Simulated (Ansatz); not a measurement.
## Structural relaxation of a frame of liquid (K,Li)2CO3 from 1100 K (180 atoms)

How does a frame of liquid (K,Li)2CO3 from 1100 K (180 atoms) relax, and what do bonds, charges and levels look like afterwards?

Method: Kohn-Sham DFT, PBE, PAW (set soft_2), plane waves, in Ansatz 0.2.0.

**1. Starting point**

The cell holds 180 atoms: 30 C, 90 O, 23 K and 37 Li. Cell: a = 13.844 Å, b = 13.844 Å, c = 13.844 Å, α = 90.0°, β = 90.0°, γ = 90.0°. 23 K+, 37 Li+, 30 CO3 2- placed at random, at 1.85 g/cm³; overlaps pushed apart, then 10 ps at 1500 K with harmonic planar carbonate ions with charges +1 on C and -1 on O; Joung-Cheatham ions (J. Phys. Chem. B 112, 9020 (2008)); charges of ions scaled by 0.8. Snapshot after 20 ps at 1100 K and fixed volume. The starting density is a measured one.

What the set-up can't give: The network of bonds at the start is that of the classical potential that made the cell. Only the Γ point is sampled, in a cell whose shortest periodic width is 14 Å.

**2. Single point at the start**

A single point comes first, to see the forces before anything moves.

input.yaml

```yaml
crystal:
  lattice:
    - [13.84441, 0.0, 0.0]
    - [0.0, 13.84441, 0.0]
    - [0.0, 0.0, 13.84441]
  atoms:
    - { symbol: C, position: [0.22429, 0.65114, 0.28939] }
    - { symbol: O, position: [0.30509, 0.65145, 0.24072] }
    - { symbol: O, position: [0.15008, 0.66155, 0.24308] }
    - { symbol: O, position: [0.23329, 0.66463, 0.37827] }
    [... 170 atom lines left out ...]
    - { symbol: Li, position: [0.04969, 0.57806, 0.9844] }
    - { symbol: Li, position: [0.73449, 0.41278, 0.78519] }
    - { symbol: Li, position: [0.15416, 0.5987, 0.60289] }
    - { symbol: Li, position: [0.24138, 0.34585, 0.80179] }
    - { symbol: Li, position: [0.33055, 0.05107, 0.05384] }
    - { symbol: Li, position: [0.42036, 0.73803, 0.91293] }
kpoints:
  mp_grid: { grid: [1, 1, 1] }
hamiltonian:
  xc: pbe
scf:
  occupations: { method: fixed }
output:
  forces: true
  stress: true
  populations: true
  dos:
    method: { smearing: { sigma: 0.08 } }
    de: 0.1
    projected: { site_lists: { C: [C], K: [K], Li: [Li], O: [O] } }
  eigenvalues: true
```

Launch:

```
ansatz run input.yaml --threads 4 --pin off --max-ram 8192MiB --backend cpu --events-out ev --progress --plain --runs-dir out
```

It took 79 s on 4 threads of Arm Neoverse V2, shared host; peak memory 4.3 GiB.

The run gave:

```yaml
free_energy: -101601.6038 eV
free_energy_per_atom: -564.4534 eV/atom
scf_cycles: 11
pressure: 5.39 GPa
r_m_s_force_component: 2.494 eV/Å
longest_force: 14.15 eV/Å
fermi_energy: 3.158 eV
spacing_of_highest_filled_and_lowest_empty_level: 1.988 eV
spilling_of_the_projection: 0.009411
```

The r.m.s. force component of 2.5 eV/Å and the pressure of 5.4 GPa set the starting point.

Length of the force by element:

| element | coordination | atoms | mean length of the force (eV/Å) | spread | least | most |
| --- | --- | --- | --- | --- | --- | --- |
| C | all | 30 | 4.99 | 2.38 | 1.39 | 11.7 |
| K | all | 23 | 0.676 | 0.389 | 0.142 | 1.48 |
| Li | all | 37 | 0.683 | 0.301 | 0.206 | 1.36 |
| O | all | 90 | 4.25 | 2.95 | 0.774 | 14.2 |

**3. Relaxation**

The atoms are relaxed in the fixed cell, aiming at the force tolerance of the input.

input.yaml, the sections that differ from step 2:

```yaml
output:
  forces: true
relax:
  f_tol: 0.05
  max_steps: 167
# crystal, kpoints, hamiltonian, scf: as in step 2
```

Run time: 30 min. Hardware: 4 threads; peak memory 3.8 GiB.

Step by step (22 of 55):

| step | energy less that of the first step (eV) | largest force component (eV/Å) |
| --- | --- | --- |
| 1 | 0.0000 | 10.4386 |
| 4 | -30.4236 | 2.0670 |
| 6 | -34.5591 | 1.4822 |
| 9 | -37.5989 | 0.8567 |
| 11 | -38.5322 | 0.5112 |
| 14 | -39.3167 | 0.9158 |
| 16 | -39.8064 | 0.8644 |
| 19 | -40.4640 | 1.1207 |
| 22 | -41.0776 | 0.3724 |
| 24 | -41.5252 | 0.4230 |
| 27 | -41.9057 | 0.8896 |
| 29 | -42.1460 | 0.3002 |
| 32 | -42.3107 | 0.2690 |
| 34 | -42.3483 | 0.3570 |
| 37 | -42.4587 | 0.4112 |
| 40 | -42.4990 | 0.1482 |
| 42 | -42.5085 | 0.4306 |
| 45 | -42.5741 | 0.1283 |
| 47 | -42.6057 | 0.1110 |
| 50 | -42.6582 | 0.1312 |
| 52 | -42.6706 | 0.0780 |
| 55 | -42.6876 | 0.0281 |

Relaxation steps 41, 46 were tried and not accepted.

The atoms that moved most (Å):

| atom | dx | dy | dz | length |
| --- | --- | --- | --- | --- |
| O36 | 1.961 | -0.529 | -0.240 | 2.046 |
| K137 | 1.111 | -1.339 | 0.337 | 1.772 |
| Li164 | 1.546 | 0.143 | -0.782 | 1.739 |
| O48 | 1.125 | 0.784 | -0.918 | 1.651 |
| O79 | 0.217 | 1.062 | 1.231 | 1.640 |
| O115 | 0.446 | -0.694 | 1.390 | 1.617 |
| O4 | -1.380 | -0.348 | -0.748 | 1.608 |
| O116 | 1.452 | -0.563 | 0.279 | 1.582 |

The relaxation changed the energy by -237 meV/atom, and atoms moved by 0.91 Å r.m.s., 2.0 Å at most.

**4. Local order after relaxation**

Bonds before and after, by the cutoffs listed below:

| pair | bonds before | bonds after | mean before (Å) | mean after (Å) | spread before (Å) | spread after (Å) |
| --- | --- | --- | --- | --- | --- | --- |
| O-Li | 143 | 149 | 2.122 | 2.009 | 0.157 | 0.103 |
| O-C | 90 | 90 | 1.270 | 1.300 | 0.055 | 0.011 |
| O-K | 134 | 141 | 2.941 | 2.876 | 0.254 | 0.170 |

Density 1.85 g/cm³, 14.74 Å³ an atom.

Pair distribution functions g(r), in bins of 0.2 Å:

| r (Å) | total | O-O | O-Li | O-C | O-K | Li-Li | Li-C |
| --- | --- | --- | --- | --- | --- | --- | --- |
| 1.20 | 1.89 | 0.00 | 0.00 | 11.30 | 0.00 | 0.00 | 0.00 |
| 1.40 | 1.59 | 0.00 | 0.00 | 9.60 | 0.00 | 0.00 | 0.00 |
| 1.60 | 0.00 | 0.00 | 0.00 | 0.00 | 0.00 | 0.00 | 0.00 |
| 1.80 | 0.43 | 0.00 | 2.08 | 0.00 | 0.00 | 0.00 | 0.00 |
| 2.00 | 1.60 | 0.00 | 7.76 | 0.00 | 0.00 | 0.00 | 0.00 |
| 2.20 | 1.58 | 4.62 | 1.83 | 0.00 | 0.00 | 0.00 | 0.73 |
| 2.40 | 0.31 | 0.00 | 0.12 | 0.00 | 0.00 | 0.00 | 4.15 |
| 2.60 | 0.33 | 0.00 | 0.09 | 0.00 | 1.23 | 1.64 | 1.24 |
| 2.80 | 1.02 | 0.03 | 0.20 | 0.00 | 4.64 | 1.39 | 4.46 |
| 3.00 | 0.93 | 0.73 | 0.42 | 0.17 | 1.97 | 1.04 | 3.70 |
| 3.20 | 1.08 | 1.69 | 0.74 | 0.30 | 0.76 | 2.42 | 0.94 |
| 3.40 | 1.04 | 1.63 | 1.03 | 0.57 | 0.40 | 0.95 | 0.16 |
| 3.60 | 1.09 | 0.80 | 1.56 | 1.08 | 0.71 | 1.52 | 0.30 |
| 3.80 | 1.14 | 0.94 | 1.25 | 1.33 | 1.03 | 0.75 | 0.06 |
| 4.00 | 0.96 | 0.62 | 1.25 | 1.34 | 0.63 | 1.06 | 0.00 |
| 4.20 | 0.99 | 0.80 | 0.72 | 1.69 | 1.25 | 0.61 | 0.38 |
| 4.40 | 0.95 | 0.73 | 0.59 | 1.42 | 1.57 | 0.39 | 0.34 |
| 4.60 | 0.98 | 1.02 | 0.86 | 1.17 | 1.16 | 0.93 | 0.72 |
| 4.80 | 0.95 | 1.02 | 0.84 | 0.95 | 1.04 | 1.00 | 0.91 |
| 5.00 | 1.02 | 1.45 | 0.67 | 1.07 | 0.75 | 1.18 | 0.88 |
| 5.20 | 1.03 | 1.31 | 0.97 | 0.99 | 0.86 | 1.26 | 1.30 |
| 5.40 | 0.96 | 1.10 | 1.14 | 0.86 | 0.79 | 1.11 | 0.72 |
| 5.60 | 1.06 | 1.15 | 1.11 | 0.94 | 0.81 | 1.18 | 1.46 |
| 5.80 | 0.92 | 0.92 | 0.94 | 1.03 | 0.95 | 0.82 | 1.19 |
| 6.00 | 0.97 | 0.76 | 0.90 | 1.13 | 0.85 | 0.95 | 1.06 |
| 6.20 | 0.98 | 0.86 | 1.05 | 0.97 | 0.81 | 0.92 | 1.39 |
| 6.40 | 1.04 | 0.99 | 1.24 | 0.97 | 1.16 | 0.49 | 0.98 |
| 6.60 | 0.99 | 0.96 | 1.08 | 0.96 | 0.97 | 0.85 | 0.94 |

Bonds by pair of elements; cutoffs follow the first minimum of g(r), held within bounds set by covalent radii, and pairs that aren't listed don't count as bonded:

| pair A-B | cutoff (Å) | bonds | mean length (Å) | spread (Å) | shortest (Å) | B about A | A about B |
| --- | --- | --- | --- | --- | --- | --- | --- |
| O-Li | 2.48 | 149 | 2.01 | 0.103 | 1.83 | 1.66 | 4.03 |
| O-C | 1.73 | 90 | 1.3 | 0.011 | 1.27 | 1 | 3 |
| O-K | 3.38 | 141 | 2.88 | 0.17 | 2.61 | 1.57 | 6.13 |

How many atoms have how many bonded neighbours:

| element | mean | 3 | 4 | 5 | 6 | 7 |
| --- | --- | --- | --- | --- | --- | --- |
| C | 3 | 30 | 0 | 0 | 0 | 0 |
| K | 6.13 | 0 | 1 | 4 | 9 | 9 |
| Li | 4.03 | 4 | 28 | 5 | 0 | 0 |
| O | 4.22 | 10 | 50 | 30 | 0 | 0 |

Bond angles (no mean is given where the spread exceeds 20°):

| angle | count | mean (°) | spread (°) |
| --- | --- | --- | --- |
| O-K-O | 370 | - | - |
| O-Li-O | 230 | - | - |
| K-O-Li | 171 | - | - |
| C-O-Li | 149 | - | - |
| C-O-K | 141 | - | - |

Bond length by coordination (bonds to H left out):

| element | coordination | atoms | mean bond length (Å) |
| --- | --- | --- | --- |
| K | 4 | 1 | 2.83 |
| K | 5 | 4 | 2.81 |
| K | 6 | 9 | 2.86 |
| K | 7 | 9 | 2.91 |
| Li | 3 | 4 | 1.89 |
| Li | 4 | 28 | 2.00 |
| Li | 5 | 5 | 2.09 |
| O | 3 | 10 | 1.83 |
| O | 4 | 50 | 2.08 |
| O | 5 | 30 | 2.35 |

Counting bonds as in the table, all C atoms have 3, 39 % of K atoms have 6 and as many 7, 76 % of Li atoms have 4 and 56 % of O atoms have 4 bonded neighbours.

**5. Single point at the relaxed geometry**

The electronic structure is read at the final geometry, in a run of its own.

input.yaml

```yaml
crystal:
  lattice:
    - [13.84441, 0.0, 0.0]
    - [0.0, 13.84441, 0.0]
    - [0.0, 0.0, 13.84441]
  atoms:
    - { symbol: C, position: [0.15778, 0.62601, 0.23555] }
    - { symbol: O, position: [0.24503, 0.64132, 0.20378] }
    - { symbol: O, position: [0.09298, 0.59316, 0.17591] }
    - { symbol: O, position: [0.13359, 0.63946, 0.32421] }
    [... 170 atom lines left out ...]
    - { symbol: Li, position: [0.02077, 0.63232, 0.06198] }
    - { symbol: Li, position: [0.77804, 0.387, 0.87259] }
    - { symbol: Li, position: [0.1461, 0.63956, 0.5881] }
    - { symbol: Li, position: [0.2566, 0.36376, 0.80049] }
    - { symbol: Li, position: [0.29622, 0.08192, 0.09188] }
    - { symbol: Li, position: [0.40914, 0.73579, 0.92421] }
kpoints:
  mp_grid: { grid: [1, 1, 1] }
hamiltonian:
  xc: pbe
scf:
  occupations: { method: fixed }
output:
  forces: true
  stress: true
  populations: intrinsic
  dos:
    method: { smearing: { sigma: 0.08 } }
    de: 0.1
    projected: { site_lists: { C: [C], K: [K], Li: [Li], O: [O] } }
  eigenvalues: true
  write_density: true
  write_potential: true
  volumetric_format: npy
```

Elapsed: 79 s, on 4 threads; peak memory 4.3 GiB; 5.1 min of CPU time.

The program notes that the exchange-correlation potential is rough where the density is thin.

Numbers from this run:

| Item | Value |
| --- | --- |
| free energy | -101644.2914 eV |
| free energy per atom | -564.6905 eV/atom |
| SCF cycles | 10 |
| pressure | -0.5365 GPa |
| r.m.s. force component | 0.00455 eV/Å |
| longest force | 0.03347 eV/Å |
| Fermi energy | 2.142 eV |
| gap (highest filled to lowest empty level) | 3.634 eV |

Intrinsic-atomic-orbital charges by element and coordination:

| element | coordination | atoms | mean charge (e) | spread | least | most |
| --- | --- | --- | --- | --- | --- | --- |
| C | all | 30 | 0.619 | 0.0111 | 0.593 | 0.647 |
| K | all | 23 | 0.857 | 0.0101 | 0.839 | 0.877 |
| K | 4 | 1 | 0.877 | 0 | 0.877 | 0.877 |
| K | 5 | 4 | 0.865 | 0.0078 | 0.857 | 0.875 |
| K | 6 | 9 | 0.854 | 0.0084 | 0.844 | 0.874 |
| K | 7 | 9 | 0.853 | 0.008 | 0.839 | 0.864 |
| Li | all | 37 | 0.771 | 0.0119 | 0.749 | 0.802 |
| Li | 3 | 4 | 0.794 | 0.0057 | 0.786 | 0.802 |
| Li | 4 | 28 | 0.770 | 0.0076 | 0.756 | 0.790 |
| Li | 5 | 5 | 0.756 | 0.0076 | 0.749 | 0.770 |
| O | all | 90 | -0.742 | 0.0245 | -0.792 | -0.678 |
| O | 3 | 10 | -0.723 | 0.0186 | -0.761 | -0.705 |
| O | 4 | 50 | -0.744 | 0.0243 | -0.789 | -0.678 |
| O | 5 | 30 | -0.746 | 0.0236 | -0.792 | -0.701 |

States in the cell by windows of 1 eV, zero at the Fermi level; the larger projections on atomic orbitals stand beside the total:

| from (eV) | to (eV) | total | O p | C p | O s | K p |
| --- | --- | --- | --- | --- | --- | --- |
| -14 | -13 | 0.1 | 0.0 | 0.0 | 0.0 | 0.1 |
| -13 | -12 | 125.5 | 1.2 | 0.2 | 0.1 | 123.6 |
| -12 | -11 | 12.4 | 0.1 | 0.0 | 0.0 | 12.2 |
| -11 | -9 | 0.0 | 0.0 | 0.0 | 0.0 | 0.0 |
| -9 | -8 | 9.6 | 5.3 | 0.0 | 2.5 | 0.0 |
| -8 | -7 | 50.4 | 27.8 | 0.3 | 14.3 | 0.3 |
| -7 | -6 | 84.6 | 55.4 | 16.1 | 9.9 | 0.3 |
| -6 | -5 | 95.4 | 59.2 | 25.6 | 8.1 | 0.4 |
| -5 | -4 | 0.0 | 0.0 | 0.0 | 0.0 | 0.0 |
| -4 | -3 | 1.2 | 1.1 | 0.0 | 0.0 | 0.0 |
| -3 | -2 | 121.5 | 115.2 | 0.3 | 0.4 | 0.2 |
| -2 | -1 | 120.3 | 117.2 | 0.2 | 0.1 | 0.3 |
| -1 | 0 | 56.1 | 55.2 | 0.0 | 0.0 | 0.0 |
| 0 | 1 | 0.8 | 0.8 | 0.0 | 0.0 | 0.0 |
| 1 | 3 | 0.0 | 0.0 | 0.0 | 0.0 | 0.0 |
| 3 | 4 | 2.0 | 0.0 | 0.0 | 0.4 | 0.0 |
| 4 | 5 | 25.5 | 3.5 | 4.7 | 1.5 | 0.1 |

The curve was stored every 0.100 eV, coarse against its broadening of 0.08 eV, so these counts are rough.

With fixed occupations the program's Fermi level is the highest filled level; weight inside the gap is the broadening of levels at its edges.

Between -26 and -14 eV lie 180 more states.

The stored curve holds about 858 of the 978 electrons; the rest, give or take the few that broadening carries across the Fermi level, lie in deeper levels below its range.

The levels nearest the highest filled one (over half full), pooled over k-points and spins:

| level less the highest filled one (eV) | occupation |
| --- | --- |
| -0.337 | 2 |
| -0.237 | 2 |
| -0.208 | 2 |
| -0.196 | 2 |
| -0.125 | 2 |
| 0 | 2 |
| 3.63 | 0 |
| 4.19 | 0 |
| 4.38 | 0 |
| 4.42 | 0 |
| 4.56 | 0 |
| 4.63 | 0 |

Mean intrinsic-atomic-orbital charges: C +0.62, K +0.86, Li +0.77, O -0.74 e.

**6. What came out**

```
energy change in the relaxation                  : -237.2 meV/atom
r.m.s. displacement                              : 0.913 Å
largest displacement                             : 2.046 Å
free energy per atom                             : -564.6905 eV/atom
pressure                                         : -0.5365 GPa
r.m.s. force component                           : 0.00455 eV/Å
gap (highest filled to lowest empty level) : 3.634 eV
wall time of the 3 DFT runs                      : 32 min
```

What this shows: Relaxation lowers the energy by 237 meV/atom and moves atoms by 0.91 Å r.m.s.; the r.m.s. force component goes from 2.5 to 0.0046 eV/Å, the pressure goes from 5.4 to -0.54 GPa, and the gap from 1.99 to 3.63 eV. By the final cutoffs 65 of 367 bonded pairs parted and 78 joined. From the first step to the last the energy fell by 42.688 eV, and the largest move was 2.05 Å (O36). The O-Li bonds change most in mean length: from 2.122 Å (spread 0.157) to 2.009 Å (spread 0.103), and their number from 143 to 149. Counting bonds as in the table, all C atoms have 3, 39 % of K atoms have 6 and as many 7, 76 % of Li atoms have 4 and 56 % of O atoms have 4 bonded neighbours. Between filled and empty levels lie 3.63 eV (at Γ alone); a semilocal functional tends to put such gaps too low. In a disordered cell it changes from sample to sample and from frame to frame.

**Limits.** The network of bonds at the start is that of the classical potential that made the cell; in DFT 65 of its 367 bonded pairs passed out of the cutoffs and 78 came within them.

[Logs are printed without paths, hosts, clocks, repeated set-up lines and the standing remarks that a program may print on its own settings, such as how far it seeks lower states.]

[Hosts, paths, dates, database ids (printed as entryN), source tags and the programs' standing remarks are cut or masked in the printed files.]
